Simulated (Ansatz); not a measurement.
**How fast states decay through H3SeI**

Aim: relax a made-up compound, H3SeI, and see how good a tunnel barrier it would be. It is built by putting Se for O, I for Br in the H3BrO structure of space group Cm, with the volume rescaled by atomic radii. The parent structure comes from the Materials Project.

Program: Ansatz 0.2.0. Level of theory: r2SCAN DFT, plane waves, PAW files, in the first sound run; inputs show where later runs differ. Results are calculated unless marked as measured.

The structure was built from a prototype and need not be the compound's stable phase.

### Step 1. Starting point

Symmetry: Cm, No. 8, monoclinic system. Conventional cell: a = 8.125 Å, b = 5.771 Å, c = 5.162 Å, α = 90.00°, β = 112.77°, γ = 90.00°. Nearest to H lie 1 Se at 1.20 Å. Nearest to H lie 1 Se at 1.19 Å. Nearest to I lie 3 H at 2.42 to 2.43 Å. Nearest to Se lie 3 H at 1.19 to 1.20 Å. It derives from H3BrO. Se for O, I for Br in the H3BrO structure of space group Cm. Farther neighbours and most contacts between anions are not listed.

### Step 2. Cell and atoms at rest

The substituted atoms don't fit the parent's cell, so cell and atoms relax together. A small smearing keeps the run stable in case the gap closes on the way.

Input file input.yaml:

```yaml
crystal:
  lattice:
    - [4.0623422424, -2.8852551634, 0.0]
    - [4.0623422424, 2.8852551634, 0.0]
    - [-1.9975338197, 0.0, 4.7593090867]
  atoms:
    - { symbol: H, position: [0.685528, 0.685528, 0.647559] }
    - { symbol: H, position: [0.692058, 0.357325, 0.319964] }
    - { symbol: H, position: [0.357325, 0.692058, 0.319964] }
    - { symbol: I, position: [0.983913, 0.983913, 0.01134] }
    - { symbol: Se, position: [0.539758, 0.539758, 0.463714] }
kpoints:
  mp_grid: { grid: [6, 6, 6] }
scf:
  occupations: { method: gaussian, width: 0.03 }
hamiltonian:
  xc: r2scan
output:
  forces: true
  stress: true
relax:
  f_tol: 0.02
  max_steps: 60
  cell: {}
```

Run with:

```console
ansatz run input.yaml --threads 2 --pin off --max-ram 4096MiB --backend cpu --events-out ev --progress --plain --runs-dir out
```

Numbers of over 12 decimals in the logs are rounded to 6 here.

The log of the run:

```text
Engine: ansatz 0.2.0, aarch64-unknown-linux-gnu
Pseudopotentials: kind: paw
Pseudopotential: H, paw, valence charge 1, recommended cutoff 500 eV (meta_gga), H.paw.azcp
Pseudopotential: I, paw, valence charge 17, recommended cutoff 500 eV (meta_gga), I.paw.azcp
Pseudopotential: Se, paw, valence charge 16, recommended cutoff 500 eV (meta_gga), Se.paw.azcp
Functional definition: r2SCAN
  parameter k0 = 0.174
  parameter k1 = 0.065
  parameter a1 = 4.9479
  exchange = r2scan_x(k0 = k0, k1 = k1, a1 = a1)
  correlation = r2scan_c
Crystal: 5 atoms, lattice volume = 111.567 Å³
Basis set: ecut = 500 eV, 2829 PW (Γ), exchange–correlation on 160×160×160 points (64 copies of the dense FFT grid, shifted against one another)
Bands: 23, of which v1, the nominal top of the filled ones, is band 18 counted from 1 (17 counted from 0)
Symmetry: 2 space group operations
Space group: Cm (ITA 8), of the structure as read, at distance tolerance 4.8e-5 Å
k-points: 68 of 216 (time reversal used)
Non-local potential: H, projectors of the file, l = 0: 2, l = 1: 1
Non-local potential: I, projectors of the file, l = 0: 2, l = 1: 2, l = 2: 2, l = 3: 2
Non-local potential: Se, projectors of the file, l = 0: 2, l = 1: 2, l = 2: 3, l = 3: 1
PAW form: soft (Blöchl's): semilocal exchange-correlation on the pseudo side does not see the compensation charge
PAW frozen core: I, regenerated for the run's functional (the file was generated under x = pbe(κ = 0.804, μ = 0.219515), c = pbe(β = 0.066725))
PAW frozen core: Se, regenerated for the run's functional (the file was generated under x = pbe(κ = 0.804, μ = 0.219515), c = pbe(β = 0.066725))
PAW one-centre angular grid: H, 302 points (default); XC on 160 Gauss nodes
PAW one-centre angular grid: I, 590 points (default); XC on 160 Gauss nodes
PAW one-centre angular grid: Se, 590 points (default); XC on 160 Gauss nodes
Initial density: superposition of atomic densities (neutral atoms: chi_scale 0, normalization atom), corrected by the library's trained network
Initial wavefunctions: pseudopotential atomic-orbital guess
Functional: x = r2scan, c = r2scan; τ floored in thin density (d = 2e-4 eV/Å³)
SCF iter   1: F=—  HF=-13049.388444 eV  |F-HF|=—  |Δ(HF+E_count)|=         —  Δρ=4.14e-3  dr2=2.97e-2  dr2_τ=7.92e-2  ethr=1.77e-3  ⟨swp⟩=7.2  Hψ=8709  notcnv=0
preconditioner: auto → Resta (q_TF=auto, 2.260 Å⁻¹)  ε∞=2.4  [insulator: Δε(μ)=5.016 eV  Ē_g=11.321 eV  σ=0.030 eV  W_gap=1.00  n_scr=20 (ndim 8)  ℏωp=13.2 eV  f_vac=0.269  D(μ)=0.00/eV (n_scr^D=0)  ε∞_Penn≈2.4]
SCF iter   2: F=—  HF=-13049.253829 eV  |F-HF|=—  |Δ(HF+E_count)|=   1.35e-1  Δρ=2.32e-3  dr2=1.18e-2  dr2_τ=1.29e-4  ethr=8.25e-5  ⟨swp⟩=3.0  Hψ=3197  notcnv=0  defer=68
SCF iter   3: F=—  HF=-13049.255907 eV  |F-HF|=—  |Δ(HF+E_count)|=   2.08e-3  Δρ=9.43e-4  dr2=1.20e-3  dr2_τ=1.16e-4  ethr=3.27e-5  ⟨swp⟩=3.2  Hψ=2589  notcnv=0
automatic band count: iteration 3 solves 22 bands in place of 23: the levels show a gap, and the empty bands left out lie too high to hold charge; the band table lists the bands solved (type scf.n_extra_bands for more)
SCF iter   4: F=—  HF=-13049.255679 eV  |F-HF|=—  |Δ(HF+E_count)|=   2.28e-4  Δρ=3.93e-4  dr2=1.83e-4  dr2_τ=7.60e-6  ethr=3.32e-6  ⟨swp⟩=2.0  Hψ=3417  notcnv=0
SCF iter   5: F=—  HF=-13049.255783 eV  |F-HF|=—  |Δ(HF+E_count)|=   1.04e-4  Δρ=1.08e-4  dr2=2.16e-5  dr2_τ=1.33e-6  ethr=5.07e-7  ⟨swp⟩=2.0  Hψ=2209  notcnv=0
SCF iter   6: F=—  HF=-13049.255792 eV  |F-HF|=—  |Δ(HF+E_count)|=   8.12e-6  Δρ=5.35e-5  dr2=3.89e-6  dr2_τ=1.91e-7  ethr=6.00e-8  ⟨swp⟩=2.0  Hψ=2768  notcnv=0
SCF iter   7: F=-13049.255793 eV  HF=-13049.255793 eV  |F-HF|=5.90e-9  |Δ(HF+E_count)|=   1.48e-6  Δρ=9.11e-6  dr2=9.94e-8  dr2_τ=4.59e-9  ethr=2.78e-10  ⟨swp⟩=4.0  Hψ=6753  notcnv=0
SCF 1 converged in 7 iterations: F = -13049.255793 eV  dr2 = 9.94e-8
  greatest PAW one-centre occupation: 1.000 electrons in one spin orbital (limit 2), on the Se atom at site 4 (counted from 0), in its partial waves of l = 2
relax step   1: F+E_penalty+E_count = -13049.25579309 eV  Δ(F+E_penalty+E_count) = +0.000e0 eV  max|allowed force component| = 1.327e1 eV/Å  Δτ_max = 0.0000 Å  P = +22.191 GPa  Ω = 111.567 Å³  (7 SCF iters, dr2 threshold 1.00e-7 eV, accepted)
Crystal: 5 atoms, lattice volume = 118.276 Å³
Basis set: ecut = 500 eV, 3003 PW (Γ), exchange–correlation on 160×160×160 points (64 copies of the dense FFT grid, shifted against one another)
Initial density: handed on by an earlier stage of this run
Initial wavefunctions: those handed on with the density
iter 1 solved again at ethr=7.08e-4 eV; its pass at ethr=3.10e-3 eV (dr2=2.55e-1 eV) is discarded
SCF iter   1: F=—  HF=-13052.784915 eV  |F-HF|=—  |Δ(HF+E_count)|=         —  Δρ=1.89e-2  dr2=2.54e-1  dr2_τ=4.16e-1  ethr=7.08e-4  ⟨swp⟩=1.0  Hψ=9668  notcnv=0
automatic band count: iteration 1 solves 21 bands in place of 23: the levels show a gap, and the empty bands left out lie too high to hold charge; the band table lists the bands solved (type scf.n_extra_bands for more)
preconditioner: auto → Resta (q_TF=auto, 2.238 Å⁻¹)  ε∞=2.5  [insulator: Δε(μ)=4.166 eV  Ē_g=11.212 eV  σ=0.030 eV  W_gap=1.00  n_scr=20 (ndim 8)  ℏωp=13.7 eV  f_vac=0.281  D(μ)=0.00/eV (n_scr^D=0)  ε∞_Penn≈2.5]
SCF iter   2: F=—  HF=-13053.086778 eV  |F-HF|=—  |Δ(HF+E_count)|=   3.02e-1  Δρ=1.01e-2  dr2=6.00e-2  dr2_τ=2.96e-3  ethr=7.06e-4  ⟨swp⟩=4.0  Hψ=2586  notcnv=0
SCF iter   3: F=—  HF=-13053.099384 eV  |F-HF|=—  |Δ(HF+E_count)|=   1.26e-2  Δρ=2.06e-3  dr2=4.31e-3  dr2_τ=2.61e-4  ethr=1.67e-4  ⟨swp⟩=3.6  Hψ=2967  notcnv=0
SCF iter   4: F=—  HF=-13053.099577 eV  |F-HF|=—  |Δ(HF+E_count)|=   1.92e-4  Δρ=4.90e-4  dr2=4.54e-4  dr2_τ=1.03e-5  ethr=1.20e-5  ⟨swp⟩=2.1  Hψ=3240  notcnv=0
SCF iter   5: F=—  HF=-13053.099858 eV  |F-HF|=—  |Δ(HF+E_count)|=   2.81e-4  Δρ=2.25e-4  dr2=8.03e-5  dr2_τ=2.16e-6  ethr=1.26e-6  ⟨swp⟩=2.1  Hψ=2653  notcnv=0
SCF iter   6: F=—  HF=-13053.099952 eV  |F-HF|=—  |Δ(HF+E_count)|=   9.42e-5  Δρ=6.87e-5  dr2=4.27e-6  dr2_τ=2.59e-7  ethr=2.23e-7  ⟨swp⟩=2.7  Hψ=2652  notcnv=0
SCF iter   7: F=-13053.099957 eV  HF=-13053.099956 eV  |F-HF|=5.34e-7  |Δ(HF+E_count)|=   4.07e-6  Δρ=1.70e-5  dr2=3.59e-7  dr2_τ=6.08e-9  ethr=1.39e-9  ⟨swp⟩=6.0  Hψ=6013  notcnv=0
SCF 2 converged in 7 iterations: F = -13053.099957 eV  dr2 = 3.59e-7
relax step   2: F+E_penalty+E_count = -13053.09995659 eV  Δ(F+E_penalty+E_count) = -3.844e0 eV  max|allowed force component| = 5.666e0 eV/Å  Δτ_max = 0.1950 Å  P = +6.745 GPa  Ω = 118.276 Å³  energy of the carried Pulay correction = -1.334e-3 eV  (7 SCF iters, dr2 threshold 5.00e-7 eV, accepted)
[...]
relax step   5: F+E_penalty+E_count = -13054.13448506 eV  Δ(F+E_penalty+E_count) = -3.016e-2 eV  max|allowed force component| = 4.385e-2 eV/Å  Δτ_max = 0.0998 Å  P = -0.205 GPa  Ω = 109.829 Å³  energy of the carried Pulay correction = +3.587e-4 eV  (7 SCF iters, dr2 threshold 5.00e-7 eV, accepted)
relax step   6: F+E_penalty+E_count = -13054.13764717 eV  Δ(F+E_penalty+E_count) = -3.162e-3 eV  max|allowed force component| = 5.204e-2 eV/Å  Δτ_max = 0.0146 Å  P = +0.028 GPa  Ω = 108.316 Å³  energy of the carried Pulay correction = +6.758e-4 eV  (5 SCF iters, dr2 threshold 3.11e-7 eV, accepted)
relax step   7: F+E_penalty+E_count = -13054.14186558 eV  Δ(F+E_penalty+E_count) = -4.218e-3 eV  max|allowed force component| = 1.273e-2 eV/Å  Δτ_max = 0.0219 Å  P = -0.037 GPa  Ω = 107.631 Å³  energy of the carried Pulay correction = +8.206e-4 eV  (6 SCF iters, dr2 threshold 1.69e-7 eV, accepted)
relax step   8: F+E_penalty+E_count = -13054.15026938 eV  Δ(F+E_penalty+E_count) = -8.404e-3 eV  max|allowed force component| = 4.180e-2 eV/Å  Δτ_max = 0.0260 Å  P = -0.104 GPa  Ω = 104.668 Å³  energy of the carried Pulay correction = +1.458e-3 eV  (6 SCF iters, dr2 threshold 1.20e-7 eV, accepted)
relax step   9: F+E_penalty+E_count = -13054.15676829 eV  Δ(F+E_penalty+E_count) = -6.499e-3 eV  max|allowed force component| = 3.061e-2 eV/Å  Δτ_max = 0.0333 Å  P = -0.047 GPa  Ω = 101.381 Å³  energy of the carried Pulay correction = +2.186e-3 eV  (6 SCF iters, dr2 threshold 1.55e-7 eV, accepted)
relax step  10: F+E_penalty+E_count = -13054.15796386 eV  Δ(F+E_penalty+E_count) = -1.196e-3 eV  max|allowed force component| = 8.597e-2 eV/Å  Δτ_max = 0.0400 Å  P = -0.093 GPa  Ω = 100.119 Å³  energy of the carried Pulay correction = +2.472e-3 eV  (6 SCF iters, dr2 threshold 5.86e-8 eV, accepted)
relax step  11: F+E_penalty+E_count = -13054.15817961 eV  Δ(F+E_penalty+E_count) = -2.158e-4 eV  max|allowed force component| = 4.872e-2 eV/Å  Δτ_max = 0.0241 Å  P = +0.092 GPa  Ω = 98.638 Å³  energy of the carried Pulay correction = +2.811e-3 eV  (5 SCF iters, dr2 threshold 4.62e-7 eV, rejected (line search))
relax step  12: F+E_penalty+E_count = -13054.15918629 eV  Δ(F+E_penalty+E_count) = -1.222e-3 eV  max|allowed force component| = 7.946e-3 eV/Å  Δτ_max = 0.0250 Å  P = +0.023 GPa  Ω = 99.866 Å³  energy of the carried Pulay correction = +2.529e-3 eV  (8 SCF iters, accepted)
relax step  13: F+E_penalty+E_count = -13054.15929543 eV  Δ(F+E_penalty+E_count) = -1.091e-4 eV  max|allowed force component| = 1.698e-2 eV/Å  Δτ_max = 0.0054 Å  P = -0.031 GPa  Ω = 99.754 Å³  energy of the carried Pulay correction = +2.555e-3 eV  (6 SCF iters, dr2 threshold 1.06e-8 eV, accepted)
relax step  14: F+E_penalty+E_count = -13054.15938970 eV  Δ(F+E_penalty+E_count) = -9.427e-5 eV  max|allowed force component| = 9.251e-4 eV/Å  Δτ_max = 0.0037 Å  P = -0.001 GPa  Ω = 99.580 Å³  energy of the carried Pulay correction = +2.595e-3 eV  (5 SCF iters, dr2 threshold 1.49e-8 eV, accepted)
Basis set: ecut = 500 eV, 2513 PW (Γ), exchange–correlation on 144×144×144 points (64 copies of the dense FFT grid, shifted against one another)
Initial wavefunctions: pseudopotential atomic-orbital guess (no wavefunctions were taken with the density)
iter 1 solved again at ethr=3.77e-7 eV; its pass at ethr=3.10e-3 eV (dr2=1.36e-4 eV) is discarded
SCF iter   1: F=—  HF=-13054.158627 eV  |F-HF|=—  |Δ(HF+E_count)|=         —  Δρ=1.77e-4  dr2=1.28e-6  dr2_τ=3.24e-6  ethr=3.77e-7  ⟨swp⟩=3.0  Hψ=12115  notcnv=0
preconditioner: auto → Resta (q_TF=auto, 2.303 Å⁻¹)  ε∞=2.7  [insulator: Δε(μ)=4.079 eV  Ē_g=11.500 eV  σ=0.030 eV  W_gap=1.00  n_scr=20 (ndim 8)  ℏωp=14.9 eV  f_vac=0.139  D(μ)=0.00/eV (n_scr^D=0)  ε∞_Penn≈2.7]
SCF iter   2: F=—  HF=-13054.158807 eV  |F-HF|=—  |Δ(HF+E_count)|=   1.79e-4  Δρ=9.02e-5  dr2=3.42e-7  dr2_τ=2.03e-6  ethr=3.56e-9  ⟨swp⟩=2.0  Hψ=2108  notcnv=0
SCF iter   3: F=—  HF=-13054.158812 eV  |F-HF|=—  |Δ(HF+E_count)|=   4.86e-6  Δρ=1.77e-6  dr2=2.25e-9  dr2_τ=6.16e-10  ethr=9.51e-10  ⟨swp⟩=2.0  Hψ=2108  notcnv=0
SCF iter   4: F=—  HF=-13054.158812 eV  |F-HF|=—  |Δ(HF+E_count)|=   9.97e-9  Δρ=9.42e-7  dr2=3.01e-10  dr2_τ=1.94e-10  ethr=6.25e-12  ⟨swp⟩=2.0  Hψ=2788  notcnv=0
SCF iter   5: F=-13054.158812 eV  HF=-13054.158812 eV  |F-HF|=4.18e-11  |Δ(HF+E_count)|=   1.07e-9  Δρ=2.62e-7  dr2=4.22e-11  dr2_τ=1.03e-11  ethr=1.00e-12  ⟨swp⟩=5.1  Hψ=5674  notcnv=0
SCF 15 converged in 5 iterations: F = -13054.158812 eV  dr2 = 4.22e-11
relax step  15: F+E_penalty+E_count = -13054.15881159 eV  Δ(F+E_penalty+E_count) = +5.781e-4 eV  max|allowed force component| = 9.300e-4 eV/Å  Δτ_max = 0.0000 Å  P = -0.017 GPa  Ω = 99.580 Å³  stress off target by 3.10e-2 GPa  SCF on the basis re-selected at this cell (its energy is not comparable with the rows above)  (5 SCF iters)
basis re-selected at this cell: Δ(F+E_penalty+E_count) = +5.781e-4 eV, ΔP = -0.016 GPa vs the last step (what re-selecting the basis moved, of the pressure what is left beyond the Pulay correction that the steps carried, after the strain that the cell walked since its last selection, with what the two solves' SCF thresholds leave and, on support functions, any second-order correction that the steps lacked; it is no measure of the basis error at this ecutwfc). The dense FFT grid was sized anew with the basis: this SCF ran on 36×36×36 points, the steps before it on 40×40×40, so part of this shift can come from that change (see relax.cell in the input reference). [rest of the remark cut]
SCF converged after 5 iterations
Free energy (F): -13054.158812 eV
Harris-Foulkes:  -13054.158812 eV  (|F-HF|=4.18e-11)
Internal energy: -13054.158812 eV  (E = F + TS)
E sigma→0 (E₀):  -13054.158812 eV
Fermi energy:    4.436358 eV
--- Per-component energies (eV) ---
  E_band       = -929.773497
  E_kinetic    = 343.293473
  E_local      = -5122.968402  (includes V_loc(G=0)·N_el)
  E_nonlocal   = -680.362568
  E_hartree    = 2509.764109
  E_xc         = -244.135839
  E_vxc        = -281.167423  (∫ρ·V_xc dr)
  E_paw        = -6765.862057  (= ΣΔE_a)
  E_vpaw       = -223.768131  (= ΣTr[D̂ρ^β])
  E_aug_tail   = -0.001477  (compensation charges beyond the density's cutoff)
  E_vtau       = 15.672973  (kinetic-family band-sum trace: ∫τ·v_τ [+ j·A + Jᵃ·Aᵃ] dr)
  E_ewald      = -3092.194334
  E_core_change = -1.691717  (= ΣΔE_core)
  E_smearing   = -0.000000  (= −TS)
  E_closure    = -0.000000  (closes the sum)
  Σ components = -13054.158812   (vs F -13054.158812, Δ=0.00e0)
--- Forces (eV/Å), atoms counted from 1 ---
  atom   1  H      0.00028976    -0.00000000    -0.00030595
  atom   2  H      0.00026392    -0.00046555    -0.00046801
  atom   3  H      0.00026392     0.00046555    -0.00046801
  atom   4  I     -0.00004749    -0.00000000     0.00031183
  atom   5  Se    -0.00076824     0.00000000     0.00092992
  max |Σ_I F_I| component: 1.87e-6 eV/Å
--- Stress (GPa, compression-positive) ---
       -0.026893       0.000000       0.008093
        0.000000      -0.008537      -0.000000
        0.008093      -0.000000      -0.015247
  P = ⅓ Tr σ = -0.0169 GPa (-0.169 kbar)
--- Relaxed structure (14 steps of the walk, 13 accepted, 1 SCFs on fresh bases) ---
  F+E_penalty+E_count = -13054.15881159 eV   max|allowed force component| = 9.300e-4 eV/Å   (the final SCF, on the basis selected at the relaxed cell)
  cell:  # Å, volume = 99.5798 Å³
    - [3.601532, -3.012805, 0.276512]
    - [3.601532, 3.012805, 0.276512]
    - [-1.446992, 0.0, 4.477537]
  atoms:
    - { symbol: H, position: [0.702026, 0.702026, 0.671252] }
    - { symbol: H, position: [0.702053, 0.333077, 0.302239] }
    - { symbol: H, position: [0.333077, 0.702053, 0.302239] }
    - { symbol: I, position: [1.028519, 1.028519, -0.024441] }
    - { symbol: Se, position: [0.492907, 0.492907, 0.511253] }
```

The job ended after 4.2 min (2 threads of Arm Neoverse V1, shared host; peak memory 0.65 GiB; 8.4 min of CPU time).

The steps of the relaxation:

```
step  energy less that of the first step (eV)  largest force component (eV/Å)  pressure (GPa)  volume (Å³)
   1                                   0.0000                         13.2673           22.19       111.57
   2                                  -3.8442                          5.6659            6.74       118.28
   3                                  -4.7634                          1.3144            1.12       119.77
   4                                  -4.8485                          0.2171           -0.37       115.47
   5                                  -4.8787                          0.0438           -0.21       109.83
   6                                  -4.8819                          0.0520            0.03       108.32
   7                                  -4.8861                          0.0127           -0.04       107.63
   8                                  -4.8945                          0.0418           -0.10       104.67
   9                                  -4.9010                          0.0306           -0.05       101.38
  10                                  -4.9022                          0.0860           -0.09       100.12
  11                                  -4.9024                          0.0487            0.09        98.64
  12                                  -4.9034                          0.0079            0.02        99.87
  13                                  -4.9035                          0.0170           -0.03        99.75
  14                                  -4.9036                          0.0009            0.00        99.58
 15*                                  -4.9030                          0.0009           -0.02        99.58
```

Relaxation steps marked * repeat the geometry before them on a plane-wave basis chosen anew for their cell, so energy and pressure can jump there. Relaxation step 11 was tried and not accepted.

The run keeps the 2 symmetry operations that it works with, so distortions that break them were not tested.

```
     cell as run  before   after   change
           a (Å)   4.983   4.704   -5.6 %
           b (Å)   4.983   4.704   -5.6 %
           c (Å)   5.162   4.706   -8.8 %
           α (°)  108.39  100.34   -7.4 %
           β (°)  108.39  100.34   -7.4 %
           γ (°)   70.77   79.66  +12.6 %
volume (Å³/atom)   22.31   19.92  -10.7 %
```

The atoms that moved most (Å, as changes of fractional coordinates times the final cell):

```
atom      dx      dy      dz  length
 Se5  -0.406   0.000   0.187   0.447
  I4   0.373   0.000  -0.136   0.397
  H1   0.085   0.000   0.115   0.143
  H2  -0.026  -0.103  -0.083   0.135
  H3  -0.026   0.103  -0.083   0.135
```

The relaxed structure:

```cif
data_structure
_symmetry_space_group_name_H-M 'P 1'
_symmetry_Int_Tables_number 1
_cell_length_a 4.7037
_cell_length_b 4.7037
_cell_length_c 4.7055
_cell_angle_alpha 100.342
_cell_angle_beta 100.342
_cell_angle_gamma 79.662
_cell_volume 99.58
loop_
_atom_site_label
_atom_site_type_symbol
_atom_site_fract_x
_atom_site_fract_y
_atom_site_fract_z
_atom_site_occupancy
H1 H 0.70203 0.70203 0.67125 1
H2 H 0.70205 0.33308 0.30224 1
H3 H 0.33308 0.70205 0.30224 1
I4 I 0.02852 0.02852 0.97556 1
Se5 Se 0.49291 0.49291 0.51125 1
```

Numbers from this step:

```
free energy  : -13054.1588 eV
Fermi energy : 4.436 eV
pressure     : -0.01689 GPa
```

The largest force component on a free atom ends at 9.3e-4 eV/Å.

(Part 1 of 3 ends here.)

[Logs are printed without paths, hosts, clocks, repeated set-up lines and the standing remarks that a program may print on its own settings, such as how far it seeks lower states.]

[Hosts, paths, dates, database ids (printed as entryN), source tags and the programs' standing remarks are cut or masked in the printed files.]
